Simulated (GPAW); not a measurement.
## SnO2 (Cassiterite): G0W0 on several meshes in GPAW

Wanted: mesh dependence and cost of G0W0 for SnO2 (Cassiterite).

Method: PBE and many-body steps on it, plane waves, in GPAW 26.7.0.

## 1. Set-up

It takes space group P4_2/mnm (No. 136, tetragonal). The conventional cell has a = 4.738 Å, b = 4.738 Å, c = 3.187 Å, α = 90.00°, β = 90.00°, γ = 90.00°. Nearest to Sn lie 6 O at 2.05 to 2.06 Å. Nearest to O lie 3 Sn at 2.05 to 2.06 Å. Farther neighbours and most contacts between anions are not listed.

Structure file:

```cif
data_structure
_symmetry_space_group_name_H-M 'P 1'
_symmetry_Int_Tables_number 1
_cell_length_a 4.7380
_cell_length_b 4.7380
_cell_length_c 3.1865
_cell_angle_alpha 90.000
_cell_angle_beta 90.000
_cell_angle_gamma 90.000
_cell_volume 71.53
loop_
_atom_site_label
_atom_site_type_symbol
_atom_site_fract_x
_atom_site_fract_y
_atom_site_fract_z
_atom_site_occupancy
Sn1 Sn 0.00000 0.00000 0.00000 1
Sn2 Sn 0.50000 0.50000 0.50000 1
O3 O 0.30710 0.30710 0.00000 1
O4 O 0.19290 0.80710 0.50000 1
O5 O 0.69290 0.69290 0.00000 1
O6 O 0.80710 0.19290 0.50000 1
```

The cell and positions come from the Crystallography Open Database and are kept as given unless a step says otherwise.

## 2. Empty states on the mesh, 4×4×6 mesh, 469 bands

This step: GPAW 26.7.0; DFT, PBE, plane waves, PAW.

The sums over transitions need many empty states on a uniform mesh; this step solves for them.

run.py

```python
import json
import numpy as np
from gpaw.mpi import world
from gpaw import GPAW

calc = GPAW('gs.gpw').fixed_density(kpts={'size': (4, 4, 6), 'gamma': True},
    parallel={'domain': 1, 'band': 1},
    txt='nscf.txt')
calc.diagonalize_full_hamiltonian(nbands=469)
calc.write('full.gpw', mode='all')
res = {}
kpts = calc.get_ibz_k_points()
res['kpts'] = kpts
res['eigenvalues'] = [calc.get_eigenvalues(kpt=k) for k in range(len(kpts))]
res['n_electrons'] = calc.get_number_of_electrons()

if world.rank == 0:
    with open('result.json', 'w') as f:
        json.dump(res, f, default=lambda x: x.tolist())
```

On the command line:

```sh
mpirun -n 8 gpaw python run.py
```

Numbers of over 12 decimals in the logs are rounded to 6 here.

The program printed:

```text
Diagonalizing LCAO Hamiltonian
Converting LCAO to pw mode
convergence criteria:
- Maximum integral of absolute [eigenst]ate change: 4e-08 eV^2 / valence electron
maximum number of iterations: 100

SCF iterations
|iter     |     time |      energy | eigst |  dens |
|iter:   1|  |             | +0.84 |       |
|iter:   2|  |             | -0.92 |       |
|iter:   3|  |             | -1.82 |       |
[...]
|iter:  30|  |             | -7.25 |       |
|iter:  31|  |             | -7.28 |       |
|iter:  32|  |             | -7.56c|       |
SCF steps: 32
  __  _  _
 | _ |_)|_||  |
 |__||  | ||/\| - 26.7.0

Input parameters:
  mode=PW(ecut=600.0),
  convergence={'density': 1e-06, 'bands': -3},
  gpts=array([27, 27, 20]),
  kpts=MonkhorstPack(size=(4, 4, 6), gamma=True),
  maxiter=100,
  nbands=35,
  occupations=Occupations(name='fermi-dirac', width=0.001, fixmagmom=False),
  parallel={'domain': 1, 'band': 1},
  xc=XC(name='PBE')
Matrix size: 2409x2409
# Writing to full.gpw (mode='all')
  [... matrices ...]

timing:  # [seconds]
  Total: 47.787  # ━━━━━━━━━━━━━━━━━━━━━━━━━━━━━━━━━━━━━━━━━━━━━━━━━━━━━━━━━━
```

Run time: 60 s. Hardware: 8 MPI ranks of Arm Neoverse V2, shared host; peak memory 5.3 GiB.

This step gave:

| Property | Result |
| --- | --- |
| gap | 1.311 eV |
| k of the valence top | 0, 0, 0 |
| k of the conduction bottom | 0, 0, 0 |
| least direct gap | 1.311 eV |
| k points computed | 28 |
| lowest point of the top converged band, above the valence top | 181.6619 eV |

On this mesh the gap is 1.311 eV.

## 3. 4×4×6

G0W0 replaces the xc potential by the self-energy, built once from these orbitals. Only a window of levels is corrected, while the sums run over the empty bands that the input names.

This step: G0W0 on PBE, plane waves, PAW.

run.py

```python
import json
import numpy as np
from gpaw.mpi import world
from gpaw.response.g0w0 import G0W0

gw = G0W0('full.gpw',
    filename='gw',
    kpts=[0],
    bands=(24, 28),
    ecut=120,
    nbands=213,
    integrate_gamma='WS',
    ppa=True)
gw.calculate()
res = {mode: {k: v for k, v in r.items() if k != 'sigma_eskwn'}
       for mode, r in gw.all_results.items()}

if world.rank == 0:
    with open('result.json', 'w') as f:
        json.dump(res, f, default=lambda x: x.tolist())
```

On the command line:

```sh
mpirun -n 8 gpaw python run.py
```

The program printed:

```text
Using integrator: PointIntegrator
FrequencyGridDescriptor(from 0.000+0.000j to 0.000+27.211j eV, 2 points)
Nonperiodic BCs:  [False False False]
Using integrator: PointIntegrator
FrequencyGridDescriptor(from 0.000+0.000j to 0.000+27.211j eV, 2 points)
Nonperiodic BCs:  [False False False]
  ___  _ _ _
 |   || | | |
 | | || | | |
 |__ ||_____|
 |___|

BZ k-points: Symmetries present (total): 8

  [... matrices ...]
96 k-points: 4 x 4 x 6 Monkhorst-Pack grid + [1/8,1/8,1/12]
28 k-points in the irreducible part of the Brillouin zone
       k-points in crystal coordinates                weights
   0:     0.00000000    0.00000000    0.00000000          1/96
   1:     0.00000000    0.00000000    0.16666667          2/96
   2:     0.00000000    0.00000000    0.33333333          2/96
   3:     0.00000000    0.00000000    0.50000000          1/96
   4:     0.25000000   -0.25000000    0.00000000          2/96
   5:     0.25000000   -0.25000000    0.16666667          4/96
   6:     0.25000000   -0.25000000    0.33333333          4/96
   7:     0.25000000   -0.25000000    0.50000000          2/96
   8:     0.25000000    0.00000000    0.00000000          4/96
   9:     0.25000000    0.00000000    0.16666667          8/96
          ...
  27:     0.50000000    0.50000000    0.50000000          1/96

Distributing spins, k-points and bands (1 x 1 x 4) over 8 processes
Number of blocks: 1

Quasi particle states:
k-points (IBZ indices): [0]
Band range: (24, 28)
  [... matrices ...]
Computational parameters:
Plane wave cut-off: 120 eV
Number of bands: 213
Coulomb cutoff: None
Broadening: 0.1 eV

fxc modes: GW
Kernel: RPA
Using Godby-Needs plasmon-pole approximation:
  Fitting energy: i*E0, E0 = 1.000 Hartree
Summing all q:

Calculating screened Coulomb potential
No Coulomb truncation
FrequencyGridDescriptor(from 0.000+0.000j to 0.000+27.211j eV, 2 points)
Removing empty qpoint cache files...

Calculating chi0 body with:
    Ground state adapter containing:
    Number of spins: 1
    Number of kpoints: 96
    Number of irreducible kpoints: 28
    Number of completely occupied states: 26
    Number of partially occupied states: 26
    Occupied states memory: 5.784302 M / cpu

    Linear response parametrization:
    q_c: [0.0, 0.0, 1.3877787807814457e-17]
    Number of frequency points: 2
    Planewave cutoff: 120.0
    Number of bands: 213
    Number of planewaves: 205
    Broadening (eta): 1e-06
    comm.size: 8
    kncomm.size: 8
    blockcomm.size: 1

    Memory estimate of potentially large arrays:
        chi0_wGG: 1.282501 M / cpu
Integrating chi0 body.

Symmetries of q_c:
    Direct symmetries (Uq -> q): 8
    Indirect symmetries (TUq -> q): 0
In total 8 allowed symmetries.

  [... matrices ...]
28 groups of equivalent kpoints. 70.833333% reduction.

Integral kind: response function
Integrating chi0 head and wings.

Symmetries of q_c:
    Direct symmetries (Uq -> q): 8
    Indirect symmetries (TUq -> q): 0
In total 8 allowed symmetries.

  [... matrices ...]
28 groups of equivalent kpoints. 70.833333% reduction.

Integral kind: response function wings

Calculating chi0 body with:
    Ground state adapter containing:
    Number of spins: 1
    Number of kpoints: 96
    Number of irreducible kpoints: 28
    Number of completely occupied states: 26
    Number of partially occupied states: 26
    Occupied states memory: 5.784302 M / cpu

[... the further q-points ...]

Results:
f:      Occupation numbers
eps:     KS-eigenvalues [eV]
vxc:     KS vxc [eV]
exx:     Exact exchange [eV]
sigma:   Self-energies [eV]
dsigma:  Self-energy derivatives
Z:       Renormalization factors
qp:      QP-energies [eV]

k-point 0 (0): (0.000, 0.000, 0.000)                GW
band       f     eps     vxc     exx   sigma  dsigma       Z      qp
                                                                   GW
  24   1.000   5.303 -20.766 -26.379   4.718  -0.283   0.780   4.604
  25   1.000   6.074 -21.162 -27.153   5.043  -0.285   0.778   5.337
  26   0.000   7.386 -18.524 -14.483  -2.817  -0.192   0.839   8.413
  27   0.000  12.259 -17.797 -12.104  -3.988  -0.207   0.828  13.672
```

Elapsed: 4.3 min, on 8 MPI ranks; peak memory 3.4 GiB; 34 min of CPU time.

This step gave:

- G0W0 gap on the points computed: 3.076 eV
- least direct G0W0 gap on the computed points: 3.076 eV
- Z at the valence top: 0.7783
- Z at the conduction bottom: 0.8392
- starting gap on the mesh: 1.311 eV
- k of the valence top: 0, 0, 0
- k of the conduction bottom: 0, 0, 0

The gap on the mesh goes from 1.31 eV to 3.08 eV, a correction of +1.76 eV.

## 4. Empty states on the mesh, 2×2×4 mesh, 223 bands

This step: DFT, PBE, plane waves, PAW.

run.py

```python
import json
import numpy as np
from gpaw.mpi import world
from gpaw import GPAW

calc = GPAW('gs.gpw').fixed_density(kpts={'size': (2, 2, 4), 'gamma': True},
    parallel={'domain': 1, 'band': 1},
    txt='nscf.txt')
calc.diagonalize_full_hamiltonian(nbands=223)
calc.write('full.gpw', mode='all')
res = {}
kpts = calc.get_ibz_k_points()
res['kpts'] = kpts
res['eigenvalues'] = [calc.get_eigenvalues(kpt=k) for k in range(len(kpts))]
res['n_electrons'] = calc.get_number_of_electrons()

if world.rank == 0:
    with open('result.json', 'w') as f:
        json.dump(res, f, default=lambda x: x.tolist())
```

On the command line:

```sh
mpirun -n 8 gpaw python run.py
```

The program printed:

```text
Diagonalizing LCAO Hamiltonian
Converting LCAO to pw mode
convergence criteria:
- Maximum integral of absolute [eigenst]ate change: 4e-08 eV^2 / valence electron
maximum number of iterations: 100

SCF iterations
|iter     |     time |      energy | eigst |  dens |
|iter:   1|  |             | +0.83 |       |
|iter:   2|  |             | -0.93 |       |
|iter:   3|  |             | -1.94 |       |
[...]
|iter:  16|  |             | -6.83 |       |
|iter:  17|  |             | -7.17 |       |
|iter:  18|  |             | -7.42c|       |
SCF steps: 18
  __  _  _
 | _ |_)|_||  |
 |__||  | ||/\| - 26.7.0

Input parameters:
  mode=PW(ecut=600.0),
  convergence={'density': 1e-06, 'bands': -3},
  gpts=array([27, 27, 20]),
  kpts=MonkhorstPack(size=(2, 2, 4), gamma=True),
  maxiter=100,
  nbands=35,
  occupations=Occupations(name='fermi-dirac', width=0.001, fixmagmom=False),
  parallel={'domain': 1, 'band': 1},
  xc=XC(name='PBE')
Matrix size: 2409x2409
# Writing to full.gpw (mode='all')
  [... matrices ...]

timing:  # [seconds]
  Total: 21.302  # ━━━━━━━━━━━━━━━━━━━━━━━━━━━━━━━━━━━━━━━━━━━━━━━━━━━━━━━━━━
```

Wall time 27 s (8 MPI ranks); peak memory 4.2 GiB; 3.6 min of CPU time.

This step gave:

```yaml
gap: 1.311 eV
k_of_the_valence_top: 0, 0, 0
k_of_the_conduction_bottom: 0, 0, 0
least_direct_gap: 1.311 eV
k_points_computed: 9
lowest_point_of_the_top_converged_band_above_the_valence_top: 104.6542 eV
```

On this mesh the gap is 1.311 eV.

## 5. 2×2×4

This step: G0W0 on PBE, plane waves, PAW.

run.py

```python
import json
import numpy as np
from gpaw.mpi import world
from gpaw.response.g0w0 import G0W0

gw = G0W0('full.gpw',
    filename='gw',
    kpts=[0],
    bands=(24, 28),
    ecut=120,
    nbands=213,
    integrate_gamma='WS',
    ppa=True)
gw.calculate()
res = {mode: {k: v for k, v in r.items() if k != 'sigma_eskwn'}
       for mode, r in gw.all_results.items()}

if world.rank == 0:
    with open('result.json', 'w') as f:
        json.dump(res, f, default=lambda x: x.tolist())
```

On the command line:

```sh
mpirun -n 8 gpaw python run.py
```

The program printed:

```text
Using integrator: PointIntegrator
FrequencyGridDescriptor(from 0.000+0.000j to 0.000+27.211j eV, 2 points)
Nonperiodic BCs:  [False False False]
Using integrator: PointIntegrator
FrequencyGridDescriptor(from 0.000+0.000j to 0.000+27.211j eV, 2 points)
Nonperiodic BCs:  [False False False]
  ___  _ _ _
 |   || | | |
 | | || | | |
 |__ ||_____|
 |___|

BZ k-points: Symmetries present (total): 8

  [... matrices ...]
16 k-points: 2 x 2 x 4 Monkhorst-Pack grid + [1/4,1/4,1/8]
9 k-points in the irreducible part of the Brillouin zone
       k-points in crystal coordinates                weights
   0:     0.00000000    0.00000000    0.00000000          1/16
   1:     0.00000000    0.00000000    0.25000000          2/16
   2:     0.00000000    0.00000000    0.50000000          1/16
[...]
7:     0.50000000    0.50000000    0.25000000          2/16
   8:     0.50000000    0.50000000    0.50000000          1/16

Distributing spins, k-points and bands (1 x 1 x 4) over 8 processes
Number of blocks: 1

Quasi particle states:
k-points (IBZ indices): [0]
Band range: (24, 28)
  [... matrices ...]
Computational parameters:
Plane wave cut-off: 120 eV
Number of bands: 213
Coulomb cutoff: None
Broadening: 0.1 eV

fxc modes: GW
Kernel: RPA
Using Godby-Needs plasmon-pole approximation:
  Fitting energy: i*E0, E0 = 1.000 Hartree
Summing all q:

Calculating screened Coulomb potential
No Coulomb truncation
FrequencyGridDescriptor(from 0.000+0.000j to 0.000+27.211j eV, 2 points)
Removing empty qpoint cache files...

Calculating chi0 body with:
    Ground state adapter containing:
    Number of spins: 1
    Number of kpoints: 16
    Number of irreducible kpoints: 9
    Number of completely occupied states: 26
    Number of partially occupied states: 26
    Occupied states memory: 5.784302 M / cpu

    Linear response parametrization:
    q_c: [0.0, 0.0, 0.0]
    Number of frequency points: 2
    Planewave cutoff: 120.0
    Number of bands: 213
    Number of planewaves: 205
    Broadening (eta): 1e-06
    comm.size: 8
    kncomm.size: 8
    blockcomm.size: 1

    Memory estimate of potentially large arrays:
        chi0_wGG: 1.282501 M / cpu
Integrating chi0 body.

Symmetries of q_c:
    Direct symmetries (Uq -> q): 8
    Indirect symmetries (TUq -> q): 0
In total 8 allowed symmetries.

  [... matrices ...]
9 groups of equivalent kpoints. 43.75% reduction.

Integral kind: response function
Integrating chi0 head and wings.

Symmetries of q_c:
    Direct symmetries (Uq -> q): 8
    Indirect symmetries (TUq -> q): 0
In total 8 allowed symmetries.

  [... matrices ...]
9 groups of equivalent kpoints. 43.75% reduction.

Integral kind: response function wings

Calculating chi0 body with:
    Ground state adapter containing:
    Number of spins: 1
    Number of kpoints: 16
    Number of irreducible kpoints: 9
    Number of completely occupied states: 26
    Number of partially occupied states: 26
    Occupied states memory: 5.784302 M / cpu

    Linear response parametrization:
[... the further q-points ...]

Results:
f:      Occupation numbers
eps:     KS-eigenvalues [eV]
vxc:     KS vxc [eV]
exx:     Exact exchange [eV]
sigma:   Self-energies [eV]
dsigma:  Self-energy derivatives
Z:       Renormalization factors
qp:      QP-energies [eV]

k-point 0 (0): (0.000, 0.000, 0.000)                GW
band       f     eps     vxc     exx   sigma  dsigma       Z      qp
                                                                   GW
  24   1.000   5.303 -20.766 -26.489   4.868  -0.289   0.776   4.640
  25   1.000   6.074 -21.162 -27.181   5.132  -0.289   0.776   5.386
  26   0.000   7.386 -18.524 -14.207  -3.109  -0.201   0.833   8.392
  27   0.000  12.259 -17.797 -12.091  -4.073  -0.212   0.825  13.606
```

Run time: 30 s. Hardware: 8 MPI ranks; peak memory 2.5 GiB; 3.9 min of CPU time.

Numbers from this step:

```yaml
g0w0_gap_on_the_points_computed: 3.005 eV
least_direct_g0w0_gap_on_the_computed_points: 3.005 eV
z_at_the_valence_top: 0.7756
z_at_the_conduction_bottom: 0.8328
starting_gap_on_the_mesh: 1.311 eV
k_of_the_valence_top: 0, 0, 0
k_of_the_conduction_bottom: 0, 0, 0
```

Against G0W0 in GPAW (4×4×6 mesh, 213 bands, screening to 120 eV, Godby-Needs plasmon pole), the gap moves by −0.071 eV.

## 6. The runs together

Times are wall times on 8 MPI ranks of Arm Neoverse V2, shared host, good to a factor of about two.

| run | mesh | bands | screening cutoff (eV) | DFT gap (eV) | gap on the mesh (eV) | direct (eV) | time |
| --- | --- | --- | --- | --- | --- | --- | --- |
| 4×4×6 | 4×4×6 | 213 | 120 | 1.311 | 3.076 | 3.076 | 4.3 min |
| 2×2×4 | 2×2×4 | 213 | 120 | 1.311 | 3.005 | 3.005 | 30 s |

## 7. Summary of results

```json
{
  "4×4×6": "3.076 eV",
  "2×2×4": "3.005 eV",
  "known limits": "not at the basis limit; no spin-orbit coupling; coarse k mesh"
}
```

In words: 2×2×4: −0.071 eV against 4×4×6. Bands and cutoff are finite, so the gap is not at the basis limit. The miss can reach some tenths of an eV and take either sign; the mesh is an error of its own. These stock PAW sets were not made for GW. In the G0W0 runs levels were corrected at 1 k point alone, so a gap called «on the mesh» is the least over those, and an edge elsewhere would be missed. The many-body steps are scalar-relativistic: spin-orbit coupling is not in them.

[Paths, hosts, dates, memory and timing lines, banners, echoed tables and standing remarks are left out of the program output.]

[Logs are printed without paths, hosts, clocks, repeated set-up lines and the standing remarks that a program may print on its own settings, such as how far it seeks lower states.]

[Runs of the session that timed out or met a known fault of the program may be left out.]

[Hosts, paths, dates, database ids (printed as entryN), source tags and the programs' standing remarks are cut or masked in the printed files.]
